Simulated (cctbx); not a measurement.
# Accept or mend?

Cell a = 6.8340 Å, b = 9.1210 Å, c = 6.4170 Å, α = 90.00°, β = 90.00°, γ = 90.00°; space group Pnma (no. 62). The compound is HoFeS3.

The data are simulated with cctbx, not measured: Mo Kα, λ = 0.71073 Å, to d = 0.8 Å, 95 % of the full sphere, strongest reflection 5000 counts, noise from counting, a 6 % proportional error and a noise floor of 4 counts (s.d.); no absorption, and some extinction, which the refinements don't model.

An anisotropic refinement with weights 1/σ² prints:

```text
Rint 0.059, 431 unique reflections to 0.80 A
cycle     R1     wR2    GooF  max shift (A)
   1  0.0203  0.0458   1.110   0.00049
   2  0.0186  0.0409   0.991   0.00000
final R1 0.0186 wR2 0.0409 GooF 0.991  parameters 27  data/parameter 16.0
atom        x        y        z      Ueq    occ   su(xyz)  su(Uiso or U11)
Ho1    0.57112  0.25000  0.52504   0.0108  1.000  0.00005  0.0002
Fe1    0.00000  0.50000  0.50000   0.0131  1.000  0.00000  0.0005
S1     0.18956  0.55750  0.18625   0.0204  1.000  0.00021  0.0007
S2     0.95841  0.25000  0.38811   0.0189  1.000  0.00030  0.0010
difference map: max 0.88 min -1.18 rms 0.24
Q1    0.1786  0.2500  0.1713    4    0.94  1.46 A from Ho1
Q2    0.1997  0.7500  0.1689    4    0.89  1.76 A from S1
Q3    0.0419  0.6539  0.4344    8    0.80  1.44 A from S2
Q4    0.1719  0.1144  0.9695    8    0.73  1.42 A from Ho1
Q5    0.1945  0.6300  0.3773    8    0.68  1.39 A from S1
Q6    0.0936  0.0724  0.1315    8    0.67  1.40 A from S1
```

**Question.** Can this result stand? If not, what is the likely fault?

It can stand. The set-up had a fault (anomalous dispersion left out), but the figures of merit move little: R1 = 0.0186, wR2 = 0.0409, GooF = 0.99 against R1 = 0.0179, wR2 = 0.0398, GooF = 0.96 for the right model.

The compound is HoFeS3. The right model at the same level gives:

```text
Rint 0.059, 431 unique reflections to 0.80 A
cycle     R1     wR2    GooF  max shift (A)
   1  0.0181  0.0404   0.978   0.00016
   2  0.0179  0.0398   0.963   0.00000
final R1 0.0179 wR2 0.0398 GooF 0.963  parameters 27  data/parameter 16.0
atom        x        y        z      Ueq    occ   su(xyz)  su(Uiso or U11)
Ho1    0.57112  0.25000  0.52504   0.0106  1.000  0.00004  0.0002
Fe1    0.00000  0.50000  0.50000   0.0148  1.000  0.00000  0.0005
S1     0.18956  0.55750  0.18624   0.0213  1.000  0.00021  0.0006
S2     0.95833  0.25000  0.38811   0.0198  1.000  0.00029  0.0009
difference map: max 0.77 min -1.03 rms 0.24
Q1    0.1751  0.2500  0.1753    4    0.80  1.47 A from Ho1
Q2    0.1712  0.1161  0.9677    8    0.79  1.40 A from Ho1
Q3    0.0420  0.6528  0.4367    8    0.77  1.43 A from S2
Q4    0.2011  0.7500  0.1755    4    0.72  1.76 A from S1
Q5    0.1890  0.6283  0.3736    8    0.69  1.36 A from S1
Q6    0.1639  0.1460  0.3157    8    0.65  1.76 A from S2
```

Isotropic U is held between 0.0001 and 1 Å² by the program, and listed peak heights are interpolated, so they can pass the grid's maximum.

This is a model crystal, built by substitution and not relaxed, with assumed displacement parameters.

[Middle refinement cycles are left out of these outputs.]

[Logs are printed without paths, hosts, clocks, repeated set-up lines and the standing remarks that a program may print on its own settings, such as how far it seeks lower states.]
